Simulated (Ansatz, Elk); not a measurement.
# How far do independent atoms describe Zn2GaNiSe4?

The structure of Zn2GaNiSe4 used here is made up (a known structure type with other elements) and was relaxed beforehand with PBEsol. The aim is the Fourier transform of its all-electron density, F(hkl), set beside the sum over free spherical atoms that refinements use.

Method: DFT, PBE, all-electron APW+lo, Dirac cores, scalar-relativistic bands, static density, no spin, in Elk 11.2.3 (patched build).

The structure was built from a prototype and need not be the compound's stable phase.

## Step 1: Starting point

Symmetry: R3m, No. 160, trigonal system. Conventional cell: a = 3.900 Å, b = 3.900 Å, c = 39.475 Å, α = 90.00°, β = 90.00°, γ = 120.00°. Nearest to Se lie 3 Ni at 2.32 Å and 1 Zn at 2.40 Å. Se has 4 Zn at 2.39 to 2.43 Å nearest. Nearest to Se lie 3 Zn at 2.44 Å and 1 Ga at 2.50 Å. Nearest to Se lie 1 Ni at 2.32 Å and 3 Ga at 2.52 Å. Nearest to Ga lie 4 Se at 2.50 to 2.52 Å. Nearest to Zn lie 4 Se at 2.40 to 2.43 Å. Farther neighbours and most contacts between anions are not listed.

## Step 2: Ground state and structure factors

An all-electron density is needed, since X-rays see the cores too. Task 0 finds the density and task 195 Fourier-transforms it; tshift is off so that phases refer to the origin typed.

The input, elk.in:

```
tasks
  0
  195

xctype
  20

spinpol
  .false.

rgkmax
  7.0

gmaxvr
  14.0

lmaxo
  7

lmaxapw
  8

swidth
  0.002

tshift
  .false.

ramdisk
  .false.

hmaxvr
  5.5

maxscl
  120

epspot
  1e-06

sppath
  './'

avec
  3.68456292805 2.12728339836 24.86556968920
  -3.68456292805 2.12728339836 24.86556968920
  0.00000000000 -4.25456679671 24.86556968920

atoms
  4
  'Se.in'
  4
  0.3148557254 0.3148557254 0.3148557254   0.000000 0.000000 0.000000
  0.5642514461 0.5642514461 0.5642514461   0.000000 0.000000 0.000000
  0.8135456337 0.8135456337 0.8135456337   0.000000 0.000000 0.000000
  0.0545778136 0.0545778136 0.0545778136   0.000000 0.000000 0.000000
  'Ga.in'
  1
  0.7501046134 0.7501046134 0.7501046134   0.000000 0.000000 0.000000
  'Zn.in'
  2
  0.2540369315 0.2540369315 0.2540369315   0.000000 0.000000 0.000000
  0.5037666686 0.5037666686 0.5037666686   0.000000 0.000000 0.000000
  'Ni.in'
  1
  0.9959277807 0.9959277807 0.9959277807   0.000000 0.000000 0.000000

ngridk
  7 7 7
```

The run is started by

```sh
> OMP_NUM_THREADS=4 elk
```

Numbers of over 12 decimals in the logs are rounded to 6 here.

Output:

```text
┌─────────────────────────┐
│ Elk code version 11.2.3 │
└─────────────────────────┘

All units are atomic (Hartree, Bohr, etc.)

┌─────────────────────────────────────────────────┐
│ Ground-state run starting from atomic densities │
└─────────────────────────────────────────────────┘

Lattice vectors :
   3.684562928       2.127283398       24.86556969
  -3.684562928       2.127283398       24.86556969
   0.000000000      -4.254566797       24.86556969

Reciprocal lattice vectors :
  0.8526364497      0.4922698837      0.8422871981E-01
 -0.8526364497      0.4922698837      0.8422871981E-01
 -0.1463655995E-16 -0.9845397675      0.8422871982E-01

Unit cell volume      :    1169.394355
Brillouin zone volume :   0.2121185316

Muffin-tin inner radius fraction :   0.1000000000E-01

Nuclei treated as point charges

Species : 1 (Se)
 parameters loaded from : Se.in
 name : selenium
 nuclear charge    :   -34.00000000
 electronic charge :    34.00000000
 atomic mass :    143935.2749
 muffin-tin radius :    2.114874908
 number of radial points in muffin-tin :    993
 inner part over the whole radius :   0.9873873344E-02
 number on inner part of muffin-tin    :    700
 approximate nuclear radius :   0.7785908700E-04
 number of mesh points to nuclear radius :    345
 atomic positions (lattice), magnetic fields (Cartesian) :
  1 :   0.31485573  0.31485573  0.31485573    0.00000000  0.00000000  0.00000000
  2 :   0.56425145  0.56425145  0.56425145    0.00000000  0.00000000  0.00000000
  3 :   0.81354563  0.81354563  0.81354563    0.00000000  0.00000000  0.00000000
  4 :   0.05457781  0.05457781  0.05457781    0.00000000  0.00000000  0.00000000

Species : 2 (Ga)
 parameters loaded from : Ga.in
 name : gallium
 nuclear charge    :   -31.00000000
 electronic charge :    31.00000000
 atomic mass :    127097.2539
 muffin-tin radius :    2.400000000
 number of radial points in muffin-tin :    993
 inner part over the whole radius :   0.9952882137E-02
 number on inner part of muffin-tin    :    702
 approximate nuclear radius :   0.7562051033E-04
 number of mesh points to nuclear radius :    339
 atomic positions (lattice), magnetic fields (Cartesian) :
  1 :   0.75010461  0.75010461  0.75010461    0.00000000  0.00000000  0.00000000

Species : 3 (Zn)
 parameters loaded from : Zn.in
 name : zinc
 nuclear charge    :   -30.00000000
 electronic charge :    30.00000000
 atomic mass :    119233.3130
 muffin-tin radius :    2.347090442
 number of radial points in muffin-tin :    993
 inner part over the whole radius :   0.9908646441E-02
 number on inner part of muffin-tin    :    701
 approximate nuclear radius :   0.7484757725E-04
 number of mesh points to nuclear radius :    338
 atomic positions (lattice), magnetic fields (Cartesian) :
  1 :   0.25403693  0.25403693  0.25403693    0.00000000  0.00000000  0.00000000
  2 :   0.50376667  0.50376667  0.50376667    0.00000000  0.00000000  0.00000000

Species : 4 (Ni)
 parameters loaded from : Ni.in
 name : nickel
 nuclear charge    :   -28.00000000
 electronic charge :    28.00000000
 atomic mass :    106991.5231
 muffin-tin radius :    2.162549721
 number of radial points in muffin-tin :    993
 inner part over the whole radius :   0.9937303245E-02
 number on inner part of muffin-tin    :    699
 approximate nuclear radius :   0.7325707712E-04
 number of mesh points to nuclear radius :    337
 atomic positions (lattice), magnetic fields (Cartesian) :
  1 :   0.99592778  0.99592778  0.99592778    0.00000000  0.00000000  0.00000000

Total number of atoms per unit cell :    8
Total muffin-tin volume :    367.0790012
 ratio of muffin-tin to unit cell volume :   0.3139052276

Spin treatment :
 spin-unpolarised

Number of Bravais lattice symmetries :   12
Number of crystal symmetries         :    6
Crystal has no inversion symmetry
Complex Hermitian eigensolver will be used

k-point grid :      7     7     7
k-point offset :    0.000000000       0.000000000       0.000000000
[...]
Estimated direct band gap   :   0.1404720846E-02
 at k-point 55

Charges :
 core                        :    126.0000000
 valence                     :    129.0000000
 interstitial                :    13.82982185
 muffin-tins (core leakage)
  species : 1 (Se)
[...]
species : 2 (Ga)
[...]
species : 3 (Zn)
[...]
species : 4 (Ni)
[...]
total in muffin-tins        :    241.1701782
 total calculated charge     :    254.9962415
 total charge                :    255.0000000
 error                       :   0.3758477525E-02

RMS change in Kohn-Sham potential (target) :   0.4578653861     (  0.1000000000E-05)
Absolute change in total energy (target)   :    1.411813635     (  0.1000000000E-03)

[... loops 3 to 21 left out ...]

┌──────────────────┐
│ Loop number : 22 │
└──────────────────┘

Energies :
 Fermi                       :     0.196544
 sum of occupied eigenvalues :     -9681.6923986497
 electron kinetic            :      17139.485480746
 core electron kinetic       :      15585.823801079
 Coulomb                     :     -33282.764114116
 Coulomb potential           :     -25995.257523740
 nuclear-nuclear             :     -2077.3226961145
 electron-nuclear            :     -36459.288828727
 Hartree                     :      5253.8474107255
 Madelung                    :     -20285.135352246
 xc potential                :     -825.92035565566
 exchange                    :     -622.52189591047
 correlation                 :     -12.422036636388
 electron entropic           :    -0.42350951336059E-03
 total energy                :     -16778.222989426

Density of states at Fermi energy :    27.67935812
 (states/Hartree/unit cell)

Estimated indirect band gap :   0.1130343033E-01
 from k-point 10 to k-point 56
Estimated direct band gap   :   0.1443857012E-01
 at k-point 56

Charges :
 core                        :    126.0000000
 valence                     :    129.0000000
 interstitial                :    14.16513781
 muffin-tins (core leakage)
  species : 1 (Se)
[...]
species : 2 (Ga)
[...]
species : 3 (Zn)
[...]
species : 4 (Ni)
[...]
total in muffin-tins        :    240.8348622
 total calculated charge     :    254.9962339
 total charge                :    255.0000000
 error                       :   0.3766142676E-02

RMS change in Kohn-Sham potential (target) :   0.7579402279E-06 (  0.1000000000E-05)
Absolute change in total energy (target)   :   0.1293389869E-04 (  0.1000000000E-03)

Convergence targets achieved

┌──────────────────┐
│ Loop number : 23 │
└──────────────────┘

Energies :
 Fermi                       :     0.196544
 sum of occupied eigenvalues :     -9681.6923815089
 electron kinetic            :      17139.485484631
 core electron kinetic       :      15585.823808060
 Coulomb                     :     -33282.764103309
 Coulomb potential           :     -25995.257533149
 nuclear-nuclear             :     -2077.3226961145
 electron-nuclear            :     -36459.288797306
 Hartree                     :      5253.8473901114
 Madelung                    :     -20285.135336734
 xc potential                :     -825.92033299054
 exchange                    :     -622.52189471754
 correlation                 :     -12.422036630829
 electron entropic           :    -0.42350943098156E-03
 total energy                :     -16778.222973536

Density of states at Fermi energy :    27.67935171
 (states/Hartree/unit cell)

Estimated indirect band gap :   0.1130343857E-01
 from k-point 10 to k-point 56
Estimated direct band gap   :   0.1443858320E-01
 at k-point 56

Charges :
 core                        :    126.0000000
 valence                     :    129.0000000
 interstitial                :    14.16513826
 muffin-tins (core leakage)
  species : 1 (Se)
[...]
species : 2 (Ga)
[...]
species : 3 (Zn)
   atom 1                    :    28.89096073     (  0.1120256700E-03)
   atom 2                    :    28.88483737     (  0.1119758407E-03)
  species : 4 (Ni)
   atom 1                    :    26.77573883     (  0.9922288571E-03)
 total in muffin-tins        :    240.8348617
 total calculated charge     :    254.9962339
 total charge                :    255.0000000
 error                       :   0.3766142838E-02

┌──────────────────────────────┐
│ Self-consistent loop stopped │
└──────────────────────────────┘

Warning : core states of species 1 leak from the muffin-tin :   0.3783222286E-03

Warning : core states of species 2 leak from the muffin-tin :   0.7515300044E-03

Warning : core states of species 3 leak from the muffin-tin :   0.1120256700E-03

Warning : core states of species 4 leak from the muffin-tin :   0.9922288571E-03

Wrote STATE.OUT
```

Wall time 12 min (4 threads of Arm Neoverse V1, shared host); peak memory 0.77 GiB.

SFACRHO.OUT:

```text

h k l indices transformed by vhmat matrix:
   1.000000000       0.000000000       0.000000000    
   0.000000000       1.000000000       0.000000000    
   0.000000000       0.000000000       1.000000000    

      h      k      l  multipl.   |H|            Re(F)            Im(F)           |F|

      0      0      0      1   0.0000000       255.00000      0.34965612E-15   255.00000    
     -1     -1     -1      1  0.25268616       6.0524591       5.1223506       7.9291069    
      1      1      1      1  0.25268616       6.0524591      -5.1223506       7.9291069    
      2      2      2      1  0.50537232       6.1620272       2.6874716       6.7225801    
     -2     -2     -2      1  0.50537232       6.1620272      -2.6874716       6.7225801    
      3      3      3      1  0.75805848      -9.4217933       4.3051045       10.358770    
     -3     -3     -3      1  0.75805848      -9.4217933      -4.3051045       10.358770    
      0      0      1      3  0.98813614      -2.0752474      -3.7915427       4.3223197    
     -1      0      0      3  0.98813614      -2.0752474       3.7915427       4.3223197    
     -1     -1      0      3  0.99884757     -0.22874973       3.9080158       3.9147048    
      1      1      0      3  0.99884757     -0.22874973      -3.9080158       3.9147048    
      4      4      4      1   1.0107446       94.340878      -103.08572       139.73856    
     -4     -4     -4      1   1.0107446       94.340878       103.08572       139.73856    
      2      1      1      3   1.0405913       103.72708       118.04848       157.14564    
     -1     -1     -2      3   1.0405913       103.72708      -118.04848       157.14564    
      1      2      2      3   1.0708317       3.8050086      -5.5366719       6.7180970    
     -2     -1     -2      3   1.0708317       3.8050086       5.5366719       6.7180970    
      2      3      2      3   1.1475835       6.8709678       3.5323569       7.7257843
```

Elk indexes on the primitive cell of elk.in and gives |H| = 4π sin θ/λ in inverse bohr. Below, one row stands for each form hkl of the conventional cell (m members, Friedel mates merged), F is for one primitive cell and the density is static (no thermal factor). Free-atom factors are Waasmaier and Kirfel's, and R is Σm||F|−|F'||/Σm|F|.

| hkl | m | sin θ/λ (Å⁻¹) | abs F, DFT | neutral atoms | diff. | abs of complex diff. |
| --- | --- | --- | --- | --- | --- | --- |
| 003 | 2 | 0.038 | 7.929 | 7.828 | +0.101 | 0.106 |
| 006 | 2 | 0.076 | 6.723 | 6.544 | +0.179 | 0.224 |
| 009 | 2 | 0.114 | 10.359 | 10.733 | -0.374 | 0.398 |
| 101 | 6 | 0.149 | 4.322 | 4.347 | -0.025 | 0.329 |
| 012 | 6 | 0.150 | 3.915 | 3.948 | -0.033 | 0.220 |
| 0 0 12 | 2 | 0.152 | 139.739 | 139.138 | +0.601 | 0.709 |
| 104 | 6 | 0.157 | 157.146 | 156.682 | +0.464 | 0.522 |
| 015 | 6 | 0.161 | 6.718 | 6.448 | +0.270 | 0.339 |
| 107 | 6 | 0.173 | 7.726 | 7.504 | +0.222 | 0.243 |
| 018 | 6 | 0.179 | 14.956 | 14.623 | +0.333 | 0.466 |
| 0 0 15 | 2 | 0.190 | 34.182 | 34.462 | -0.280 | 0.311 |
| 1 0 10 | 6 | 0.195 | 14.152 | 14.277 | -0.124 | 0.126 |
| 0 1 11 | 6 | 0.203 | 11.042 | 11.254 | -0.212 | 0.217 |
| 1 0 13 | 6 | 0.221 | 34.843 | 34.988 | -0.145 | 0.176 |
| 0 0 18 | 2 | 0.228 | 34.846 | 35.010 | -0.164 | 0.188 |
| 0 1 14 | 6 | 0.231 | 28.752 | 28.858 | -0.107 | 0.116 |
| 1 0 16 | 6 | 0.251 | 173.808 | 174.524 | -0.716 | 0.720 |
| 110 | 6 | 0.256 | 185.994 | 186.754 | -0.760 | 0.760 |
| 113 | 12 | 0.259 | 5.383 | 5.330 | +0.053 | 0.143 |
| 0 1 17 | 6 | 0.261 | 47.466 | 47.612 | -0.146 | 0.208 |
| 0 0 21 | 2 | 0.266 | 33.539 | 33.761 | -0.222 | 0.302 |
| 116 | 12 | 0.268 | 4.455 | 4.396 | +0.059 | 0.083 |

## Step 3: The highest occupied states alone

An energy window below the Fermi level keeps the highest occupied states, to see at which angles they scatter; shallow core shells can lie inside it and anion s states outside. No new self-consistency is needed.

elk.in, as its differences from that of step 2:

```diff
@@ -1,3 +1,2 @@
 tasks
-  0
   195
@@ -40,2 +39,5 @@
 
+wsfac
+  -0.354700 0.496540
+
 sppath
```

The run is started by

```sh
> OMP_NUM_THREADS=4 elk
```

Output:

```text
┌─────────────────────────────────┐
│ Elk code version 11.2.3 started │
└─────────────────────────────────┘

Info(readinput): the functional depends on the density's gradient
 muffin-tin radial points multiplied by    2.00000
 (not where nrmtscf is given)

┌────────────────────┐
│ Current task : 195 │
└────────────────────┘
Info(checkmt): changed muffin-tin radius of species 1 (Se) from   2.4000 to   2.1149
Info(checkmt): changed muffin-tin radius of species 3 (Zn) from   2.4000 to   2.3471
Info(checkmt): changed muffin-tin radius of species 4 (Ni) from   2.4000 to   2.1625

Info(sfacrho): density structure factors written to SFACRHO.OUT

 Energy window :  -0.3547000000      0.4965400000

┌──────────────────┐
│ Elk code stopped │
└──────────────────┘
```

Wall time 42 s (4 threads); peak memory 0.5 GiB.

States within 15 eV below the Fermi level hold 60.89 electrons; any levels below the window count with the cores, and a count that is not whole means the window cuts a band. Their amplitudes can exceed the total, where window and core parts have opposite phase:

| hkl | sin θ/λ (Å⁻¹) | abs F, window | abs F, all |
| --- | --- | --- | --- |
| 003 | 0.038 | 10.877 | 7.929 |
| 006 | 0.076 | 8.102 | 6.723 |
| 009 | 0.114 | 7.210 | 10.359 |
| 101 | 0.149 | 7.471 | 4.322 |
| 012 | 0.150 | 6.250 | 3.915 |
| 0 0 12 | 0.152 | 25.255 | 139.739 |
| 104 | 0.157 | 27.521 | 157.146 |
| 015 | 0.161 | 6.007 | 6.718 |
| 107 | 0.173 | 9.208 | 7.726 |
| 018 | 0.179 | 15.878 | 14.956 |

## Step 4: Another functional

The difference from free atoms is small, so it is set against the change that PBEsol makes.

elk.in, as its differences from that of step 3:

```diff
@@ -1,2 +1,3 @@
 tasks
+  0
   195
@@ -4,3 +5,3 @@
 xctype
-  20
+  22
 
@@ -39,5 +40,2 @@
 
-wsfac
-  -0.354700 0.496540
-
 sppath
```

The run is started by

```sh
> OMP_NUM_THREADS=4 elk
```

Output:

```text
┌─────────────────────────┐
│ Elk code version 11.2.3 │
└─────────────────────────┘

All units are atomic (Hartree, Bohr, etc.)

┌─────────────────────────────────────────────────┐
│ Ground-state run starting from atomic densities │
└─────────────────────────────────────────────────┘

Lattice vectors :
   3.684562928       2.127283398       24.86556969
  -3.684562928       2.127283398       24.86556969
   0.000000000      -4.254566797       24.86556969

Reciprocal lattice vectors :
  0.8526364497      0.4922698837      0.8422871981E-01
[...]
total in muffin-tins        :    240.7952528
 total calculated charge     :    254.9961852
 total charge                :    255.0000000
 error                       :   0.3814798299E-02

┌──────────────────────────────┐
│ Self-consistent loop stopped │
└──────────────────────────────┘

Warning : core states of species 1 leak from the muffin-tin :   0.3820454287E-03

Warning : core states of species 2 leak from the muffin-tin :   0.7619396285E-03

Warning : core states of species 3 leak from the muffin-tin :   0.1142343773E-03

Warning : core states of species 4 leak from the muffin-tin :   0.1010537141E-02

Wrote STATE.OUT
[key lines of the parts left out:]
total energy                :     -16766.082306999
```

Run time: 12 min. Hardware: 4 threads; peak memory 0.78 GiB; 43 min of CPU time.

Against the first run R = 0.03 %; the largest change is -0.060 at 104.

## Step 5: Basis size

A smaller basis shows how fast F responds to it; the change is likely larger than the basis error of the first run, but doesn't show convergence.

elk.in, as its differences from that of step 4:

```diff
@@ -5,3 +5,3 @@
 xctype
-  22
+  20
 
@@ -11,3 +11,3 @@
 rgkmax
-  7.0
+  5.5
```

The run is started by

```sh
> OMP_NUM_THREADS=4 elk
```

Output:

```text
┌─────────────────────────┐
│ Elk code version 11.2.3 │
└─────────────────────────┘

All units are atomic (Hartree, Bohr, etc.)

┌─────────────────────────────────────────────────┐
│ Ground-state run starting from atomic densities │
└─────────────────────────────────────────────────┘

Lattice vectors :
   3.684562928       2.127283398       24.86556969
  -3.684562928       2.127283398       24.86556969
   0.000000000      -4.254566797       24.86556969

Reciprocal lattice vectors :
  0.8526364497      0.4922698837      0.8422871981E-01
[...]
total in muffin-tins        :    240.5675473
 total calculated charge     :    254.9963231
 total charge                :    255.0000000
 error                       :   0.3676886994E-02

┌──────────────────────────────┐
│ Self-consistent loop stopped │
└──────────────────────────────┘

Warning : core states of species 1 leak from the muffin-tin :   0.3800449828E-03

Warning : core states of species 2 leak from the muffin-tin :   0.7556036486E-03

Warning : core states of species 3 leak from the muffin-tin :   0.1124615882E-03

Warning : core states of species 4 leak from the muffin-tin :   0.9902405928E-03

Wrote STATE.OUT
[key lines of the parts left out:]
total energy                :     -16777.939265339
```

Elapsed: 6.6 min, on 4 threads; peak memory 0.75 GiB; 21 min of CPU time.

Against the first run R = 0.06 %; the largest change is +0.138 at 0 2 16.

## Step 6: Settings against the effect

| run | R against the first run (%) | R against neutral atoms, low angle (%) | wall time |
| --- | --- | --- | --- |
| PBE, rgkmax 7 | 0.00 | 0.60 | 12 min |
| PBEsol | 0.03 | 0.61 | 12 min |
| rgkmax 5.5 | 0.06 | 0.58 | 6.6 min |

## Step 7: Summary of results

* R against neutral atoms, sin θ/λ < 0.3 Å⁻¹: 0.60 %
* R against neutral atoms, 0.3 to 0.58 Å⁻¹: 0.21 %

What this shows: Independent neutral atoms miss the calculated amplitudes by R = 0.60 % below 0.3 Å⁻¹ and 0.21 % from there to 0.58 Å⁻¹; by shells, 1.92 % below 0.15 Å⁻¹ (4 forms), 0.59 % 0.15 to 0.3 (24 forms), 0.29 % 0.3 to 0.45 (48 forms), 0.16 % above 0.45 (73 forms). Bonding, aspherical density and the tables' own atoms all enter these figures, and the runs don't part them. The largest change of an amplitude is -0.81 electrons, at 0 1 20. R counts amplitudes alone; phases shift too. The window's part falls from 60.9 electrons at the origin to at most 7.70 between 0.45 and 0.58 Å⁻¹, where compact states inside the window still scatter. Below 0.3 Å⁻¹ the changes that finished (PBEsol and rgkmax 5.5) move F by R = 0.04 % at most, against the 0.60 % that separates it from free atoms. The k-mesh has no finished test. These runs have no spin, though d or f shells may be open. The electron count is odd, so without spin the run is a metal by force. Part of the difference isn't bonding: the tables are fits to free atoms and ions calculated by other methods than this functional. Thermal motion, anomalous dispersion and extinction are left out.

[Logs are printed without paths, hosts, clocks, repeated set-up lines and the standing remarks that a program may print on its own settings, such as how far it seeks lower states.]

[Hosts, paths, dates, database ids (printed as entryN), source tags and the programs' standing remarks are cut or masked in the printed files.]
